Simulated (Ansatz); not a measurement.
# SbP (model cell, started as layered BN type): phonons and vibrational spectra, part 2 of 2

Task: relax SbP (model cell, started as layered BN type), then find its harmonic phonons.

Ansatz 0.2.0; DFT LDA, scalar-relativistic, plane waves, PAW.

So far. Step 3 (Tight relaxation): The forces vanish by symmetry and the pressure is 0.000 GPa, within the tolerances set. The cell now holds 26.00 Å³/atom. The relaxed cell has a = 4.652, c = 5.549 Å (conventional setting).

The structure was built from a prototype and need not be the compound's stable phase.

**4. Zone-centre response**

The zone centre comes first: it holds the modes that light can see, as far as symmetry allows. No field response is asked, since the mesh shows no gap.

input.yaml

```yaml
crystal:
  lattice:
    - [4.6517605951, -3.0644e-06, 0.0]
    - [-2.3258776437, 4.0285443799, 0.0]
    - [0.0, 0.0, 5.5486638842]
  atoms:
    - { symbol: Sb, position: [0.3333333333, 0.6666666667, 0.25] }
    - { symbol: Sb, position: [0.6666666667, 0.3333333333, 0.75] }
    - { symbol: P, position: [0.6666666667, 0.3333333333, 0.25] }
    - { symbol: P, position: [0.3333333333, 0.6666666667, 0.75] }
kpoints:
  mp_grid: { grid: [10, 10, 6] }
hamiltonian:
  xc: lda
scf:
  occupations: { method: methfessel_paxton, width: 0.15 }
output:
  eigenvalues: true
phonons:
  method: dfpt
```

Command:

```
ansatz run input.yaml --threads 4 --pin off --max-ram 7168MiB --backend cpu --events-out ev --progress --plain --runs-dir out
```

Numbers of over 12 decimals in the logs are rounded to 6 here.

Log:

```text
[...]
Crystal: 4 atoms, lattice volume = 103.981 Å³
Basis set: ecut = 420 eV, 2029 PW (Γ), exchange–correlation on 64×64×80 points (8 copies of the dense FFT grid, shifted against one another)
Bands: 24, of which v1, the nominal top of the filled ones, is band 20 counted from 1 (19 counted from 0)
Symmetry: 24 space group operations
k-points: 172 of 600 (irreducible under 2 space group operations, time reversal used)
[...]
SCF iter   1: F=—  HF=-14122.346336 eV  |F-HF|=—  |Δ(HF+E_count)|=         —  Δρ=6.49e-3  dr2=4.44e-2  ethr=1.77e-3  ⟨swp⟩=8.4  Hψ=47101  notcnv=0
automatic band count: the SCF goes on with 28 bands, as 24 were too few: they end inside the smearing window of the response
[...]
SCF iter   2: F=—  HF=-14122.329713 eV  |F-HF|=—  |Δ(HF+E_count)|=   1.66e-2  S|Δr|=    0.00e0  Δρ=7.61e-4  dr2=5.64e-4  ethr=1.11e-4  ⟨swp⟩=2.5  Hψ=7703  notcnv=0
[...]
SCF iter   8: F=-14122.329445 eV  HF=-14122.329445 eV  |F-HF|=1.82e-12  |Δ(HF+E_count)|=  3.09e-11  S|Δr|=    0.00e0  Δρ=8.62e-8  dr2=6.96e-12  ethr=1.00e-12  ⟨swp⟩=11.0  Hψ=32037  notcnv=0
SCF 1 converged in 8 iterations: F = -14122.329445 eV  dr2 = 6.96e-12
[...]
DFPT response loops at Γ: preconditioner auto → Kerker (q_TF=auto, 2.327 Å⁻¹) (partly filled bands, converged f_vac=0.050); β = 1.00, the filter's whole step (`scf.mixing.beta` (0.50) is not read by the response loops under this deck's `scf.mixing.preconditioner`; to damp them name `kerker` or `kerker_dos`, under which they read `scf.mixing.beta`, and type it under 1.00, their step now; both keys bind the ground state too); Broyden in place of MSR1
SCF converged after 8 iterations
[...]
Free energy (F): -14122.329445 eV
[...]
Internal energy: -14122.330658 eV  (E = F + TS)
E sigma→0 (E₀):  -14122.329748 eV
Entropy (-TS):   0.001214 eV (0.303 meV/atom)
Fermi energy:    8.169121 eV
Step filling:    the computed levels leave a gap of 0.0000 eV = 0.0 smearing widths at the electron count; against every level under it full and every level over it empty, smearing changes F+E_penalty+E_count by -0.064 meV and its σ→0 estimate by -0.368 meV
[...]
--- Band table (eV; the first three rows and the last of 172) ---
  k-point 0: bands = [... 16 lower, 4.0149, 5.8940, 5.9704, 5.9704, 7.9175, 7.9175, 10.5657, 10.5657, ... 4 higher]
  k-point 1: bands = [... 16 lower, 3.7811, 5.7491, 5.7491, 6.8780, 8.0044, 8.0044, 10.2325, 10.2325, ... 4 higher]
  k-point 2: bands = [... 16 lower, 4.1078, 5.2155, 5.2155, 8.1854, 8.3093, 8.3093, 9.0694, 9.5360, ... 4 higher]
  k-point 171: bands = [... 16 lower, 4.5578, 4.7408, 6.3283, 8.3213, 8.9599, 10.7575, 11.3207, 11.8128, ... 4 higher]
--- Phonons (Γ-DFPT): 4 representative perturbations + reference, on 172 of 600 k-points (Σ response iterations 12) ---
  k mesh reduced under 2 symmetry operations, with k and −k counted as one. Each operation leaves every solved perturbation unchanged. A smaller set is not used because it would not reduce the number of displacements times k-points to solve
  ASR residual: 4.595e-5 → 0.000e0 eV/Å²; symmetrization residual: 9.566e-5 eV/Å²
  ASR residual per site (eV/Å²): 4.60e-5 4.60e-5 2.23e-5 2.23e-5
  Γ frequencies (cm⁻¹): -165.72 0.00 0.00 0.00 19.59 19.59 91.84 152.82 152.82 184.06 184.06 246.79
  non-analytic LO–TO correction: not included (Born effective charges unavailable; polar crystals: no LO–TO splitting at Γ)
```

Run time: 99 s. Hardware: 4 threads of Arm Neoverse N1, shared host; peak memory 1.7 GiB; 6.2 min of CPU time.

The column dr2 measures how far the density is from self-consistency, as an energy; F and HF (Harris–Foulkes) agree once it is small.

This step gave:

| Item | Value |
| --- | --- |
| sum-rule residual before enforcement | 4.60e-5 eV/Å² |
| point group | 6/mmm |
| highest optical mode at the zone centre (no LO-TO term) | 246.8 cm⁻¹ |
| lowest optical zone-centre mode | -165.7 cm⁻¹ |

Patterns of degenerate modes are one choice out of their space. The modes at Γ (shares of kinetic energy by element, %) (negative means imaginary):

```
mode  frequency (cm⁻¹)  symmetry  Sb %  P %
   1            -165.7       A2u    20   80
   2               0.0  acoustic    80   20
   3               0.0  acoustic    80   20
   4               0.0  acoustic    80   20
   5              19.6       E2g    97    3
   6              19.6       E2g    97    3
   7              91.8       B1g    91    9
   8             152.8       E2g     3   97
   9             152.8       E2g     3   97
  10             184.1       E1u    20   80
  11             184.1       E1u    20   80
  12             246.8       B1g     9   91
```

Displacements in mode 1 (-165.7 cm⁻¹), the largest set to 1:
```
Sb1  0.00  0.00 -0.25
Sb2  0.00  0.00 -0.25
P3   0.00  0.00  1.00
P4   0.00  0.00  1.00
```

Displacements in mode 7 (91.8 cm⁻¹), the largest set to 1:
```
Sb1  0.00  0.00 -1.00
Sb2  0.00  0.00  1.00
P3   0.00  0.00  0.61
P4   0.00  0.00 -0.61
```

Before it was imposed, the acoustic sum rule was missed by 4.6e-5 eV/Å². Small misses are needed for a sound result but don't prove that mesh and cutoff are converged. The lowest optical mode is imaginary, 165.7i cm⁻¹, so the energy falls along it.

**5. The dispersion**

The mesh has a single point along some directions, so zone-edge points there are not solved. Linear response on a 2×2×1 q mesh gives force constants as far as a supercell of that size would.

input.yaml, as its differences from that of step 4:

```diff
@@ -20 +20,9 @@
   method: dfpt
+  qmesh: [2, 2, 1]
+  temperatures: { t_max: 1000, t_step: 50 }
+  qpath:
+    path:
+      - [[0.0, 0.0, 0.0], [0.5, 0.0, 0.0], [0.33333333, 0.33333333, 0.0], [0.0, 0.0, 0.0], [0.0, 0.0, 0.5], [0.5, 0.0, 0.5], [0.33333333, 0.33333333, 0.5], [0.0, 0.0, 0.5]]
+      - [[0.5, 0.0, 0.5], [0.5, 0.0, 0.0]]
+      - [[0.33333333, 0.33333333, 0.5], [0.33333333, 0.33333333, 0.0]]
+    npoints: 10
```

Log:

```text
[...]
Crystal: 4 atoms, lattice volume = 103.981 Å³
Basis set: ecut = 420 eV, 2029 PW (Γ), exchange–correlation on 64×64×80 points (8 copies of the dense FFT grid, shifted against one another)
Bands: 24, of which v1, the nominal top of the filled ones, is band 20 counted from 1 (19 counted from 0)
Symmetry: 24 space group operations
k-points: 56 of 600
[...]
SCF iter   1: F=—  HF=-14122.346411 eV  |F-HF|=—  |Δ(HF+E_count)|=         —  Δρ=6.48e-3  dr2=4.44e-2  ethr=1.77e-3  ⟨swp⟩=8.4  Hψ=15311  notcnv=0
[...]
SCF iter   8: F=-14122.329445 eV  HF=-14122.329445 eV  |F-HF|=0.00e0  |Δ(HF+E_count)|=  2.18e-11  S|Δr|=    0.00e0  Δρ=8.71e-8  dr2=7.00e-12  ethr=1.00e-12  ⟨swp⟩=10.8  Hψ=10255  notcnv=0
SCF 1 converged in 8 iterations: F = -14122.329445 eV  dr2 = 7.00e-12
[...]
phonons: the bands overlap, so this run is a metal and interpolates without the dipole-dipole term. If the crystal is really an insulator or semiconductor, its LO-TO splitting is missing
NSCF: frozen V_eff on 56 k-points
WARN: eigensolver did not converge in 10 slots of this pass, the one above among them; of largest residual over every band (k=52): 1 band(s) unlocked (lowest unlocked band 27, counted from 0; max residual 5.03e-3 eV among the unlocked bands, 5.03e-3 eV over every band); of lowest unlocked band (k=12): band 27
[...]
DFPT response loops at q = (0, 0, 0) (fractional): preconditioner auto → Kerker (q_TF=auto, 2.327 Å⁻¹) (partly filled bands, converged f_vac=0.050); β = 1.00, the filter's whole step (`scf.mixing.beta` (0.50) is not read by the response loops under this deck's `scf.mixing.preconditioner`; to damp them name `kerker` or `kerker_dos`, under which they read `scf.mixing.beta`, and type it under 1.00, their step now; both keys bind the ground state too); Broyden in place of MSR1
[...]
SCF converged after 8 iterations
[...]
Free energy (F): -14122.329445 eV
[...]
Internal energy: -14122.330658 eV  (E = F + TS)
E sigma→0 (E₀):  -14122.329748 eV
Entropy (-TS):   0.001214 eV (0.303 meV/atom)
Fermi energy:    8.169121 eV
[...]
--- Band table (eV; the first three rows and the last of 56) ---
  k-point 0: bands = [... 16 lower, 4.0149, 5.8940, 5.9704, 5.9704, 7.9175, 7.9175, 10.5657, 10.5657, ... 4 higher]
  k-point 1: bands = [... 16 lower, 3.7811, 5.7491, 5.7491, 6.8780, 8.0044, 8.0044, 10.2325, 10.2325, ... 4 higher]
  k-point 2: bands = [... 16 lower, 4.1078, 5.2155, 5.2155, 8.1854, 8.3093, 8.3093, 9.0694, 9.5360, ... 4 higher]
  k-point 55: bands = [... 16 lower, 6.9414, 6.9414, 8.0113, 8.0113, 8.8033, 8.8033, 9.3766, 9.3766, ... 4 higher]
--- Phonons (Γ-DFPT): 4 representative perturbations + reference (Σ response iterations 12) ---
  ASR residual: 2.972e-5 → 0.000e0 eV/Å²; symmetrization residual: 3.558e-5 eV/Å²
  ASR residual per site (eV/Å²): 2.97e-5 2.97e-5 2.48e-5 2.48e-5
[...]
--- Phonons (arbitrary-q DFPT): 2 irreducible q on the 2×2×1 mesh ---
  q = [0.0000, 0.0000, 0.0000] (star 1, of the zone-centre solve; hermiticity 1.60e-5, symmetrization 3.14e-7): -165.72 -0.00 -0.00 0.00 19.59 19.59 91.84 152.82 152.82 184.06 184.06 246.79
  q = [0.0000, -0.5000, 0.0000] (star 3, 6 solved perturbations in 1080 linear systems a pass and spin channel, the states on 208 of 600 k-point pairs; hermiticity 8.73e-5, symmetrization 1.23e-5): -80.28 54.18 56.92 61.80 76.33 92.17 101.40 118.64 152.57 153.26 167.57 208.36
  sum rule: each row above includes the acoustic sum rule's correction from the zone centre's row sums; it moved no ω² by more than (0.47 cm⁻¹)²
  mesh force constants: q→R imaginary residual 1.24e-17; ASR residual 2.972e-5 → 0.000e0 eV/Å²; symmetrization residual 3.553e-15 eV/Å²
  interpolated dispersion: 93 rows × 12 modes
  density of states and harmonic sums: on the 16×16×11 q-mesh, interpolated from the force constants of a 2×2×1 supercell (no non-analytic term)
  largest difference from the sums on the solved wave vectors: F 2.09e-1 eV, S 2.88e-4 and C_V 8.26e-5 eV/K
  zero-point energy: 0.075909 eV/cell   skipped modes (ω ≤ 0): 165, of them read as no rigid motion or as one in doubt: 162 (8.239e-1 modes/cell left out, lowest -165.72 cm⁻¹)   left out of the sums: 6.87e-2 of the cell's modes: C_V's classical limit lies that fraction below 3 k_B per atom; for a crystal, a wire or a layer, F and S can be off by more, and a phonons.interpolated_qmesh denser along its periods is the remedy for the sampling
```

Wall time 3.4 min (4 threads); peak memory 1.6 GiB; 13 min of CPU time.

This step gave:

* sum-rule residual before enforcement: 2.97e-5 eV/Å²
* lowest mode on the q mesh (acoustic modes at Γ apart): -165.7 cm⁻¹
* highest frequency at a solved wavevector (no LO-TO term at Γ): 246.8 cm⁻¹

Frequencies (cm⁻¹) solved at each irreducible wavevector; negative means imaginary. Frequencies by wavevector, by row:

```
q in reciprocal lattice units  star  mode 1  mode 2  mode 3  mode 4  mode 10  mode 11  mode 12
                        0 0 0     1  -165.7       0       0       0    184.1    184.1    246.8
                     0 -0.5 0     3   -80.3    54.2    56.9    61.8    153.3    167.6    208.4
```

Symmetry leaves 2 wavevectors to solve. The lowest mode among them, the acoustic zeros apart, lies at Γ and is imaginary, 165.7i cm⁻¹, so the energy falls along it.

**6. Isotope substitution**

An isotope changes the mass and not the force constants, so no new electronic calculation is needed; the shifts show which modes move this element.

The same force constants with the mass of Sb changed from 121.760 to 122.904 u (phonopy, no LO-TO term). Both lists are sorted by frequency; levels can cross, so a row need not hold one and the same mode. Modes under 3 cm⁻¹ are left out. Isotope shifts, by row:

```
       q  rank  natural mass (cm⁻¹)  changed mass (cm⁻¹)
   0 0 0     1               -165.7               -165.6
   0 0 0     5                19.59                 19.5
   0 0 0     6                19.59                 19.5
   0 0 0     7                91.84                91.45
   0 0 0     8                152.8                152.8
   0 0 0     9                152.8                152.8
   0 0 0    10                184.1                183.9
   0 0 0    11                184.1                183.9
   0 0 0    12                246.8                246.7
0 -0.5 0     1               -80.28               -80.25
0 -0.5 0     2                54.18                53.94
0 -0.5 0     3                56.92                56.68
0 -0.5 0     4                 61.8                61.57
0 -0.5 0     5                76.33                75.98
0 -0.5 0     6                92.17                91.74
0 -0.5 0     7                101.4                  101
0 -0.5 0     8                118.6                118.6
0 -0.5 0     9                152.6                152.6
0 -0.5 0    10                153.3                153.1
0 -0.5 0    11                167.6                167.6
0 -0.5 0    12                208.4                208.3
```

A mode of this element alone would shift by -0.47 %. The highest zone-centre frequency without the field goes from 246.8 to 246.7 cm⁻¹ (-0.0 %).

**7. Outcome**

```
space group after relaxation (within 0.01 Å)            : P6_3/mmc
volume per atom                                         : 26.0 Å³
electronic character                                    : no gap on this mesh
highest optical mode at the zone centre (no LO-TO term) : 247 cm⁻¹
lowest optical zone-centre mode                         : -166 cm⁻¹
lowest mode on the q mesh (acoustic modes at Γ apart)   : -166 cm⁻¹
imaginary modes on the 2×2×1 q mesh                     : yes
```

In words: Modes are clearly imaginary (beyond 10i cm⁻¹) at 2 of the 2 irreducible wavevectors, most at Γ (165.7i cm⁻¹), so this structure is not a minimum of the energy. The optical modes at Γ span -166 to 247 cm⁻¹ (negative means imaginary). The highest mode in this list at Γ, 246.8 cm⁻¹, is mostly motion of P (91 % of the kinetic energy). The q mesh is too sparse to interpolate, so only the solved wavevectors are given. With no gap, or one that is small against the smearing, the frequencies hang on the k mesh and the smearing, most of all near Kohn anomalies. Spin-orbit coupling is left out, which can matter for the heavy elements here. A phonon run warned that its eigensolver left some bands unconverged in a pass. The starting cell was built on a prototype and not taken from a measurement, so the phase need not exist. These are harmonic frequencies at zero temperature: anharmonic shifts, linewidths and thermal expansion are left out.

[Logs are printed without paths, hosts, clocks, repeated set-up lines and the standing remarks that a program may print on its own settings, such as how far it seeks lower states.]

[Hosts, paths, dates, database ids (printed as entryN), source tags and the programs' standing remarks are cut or masked in the printed files.]
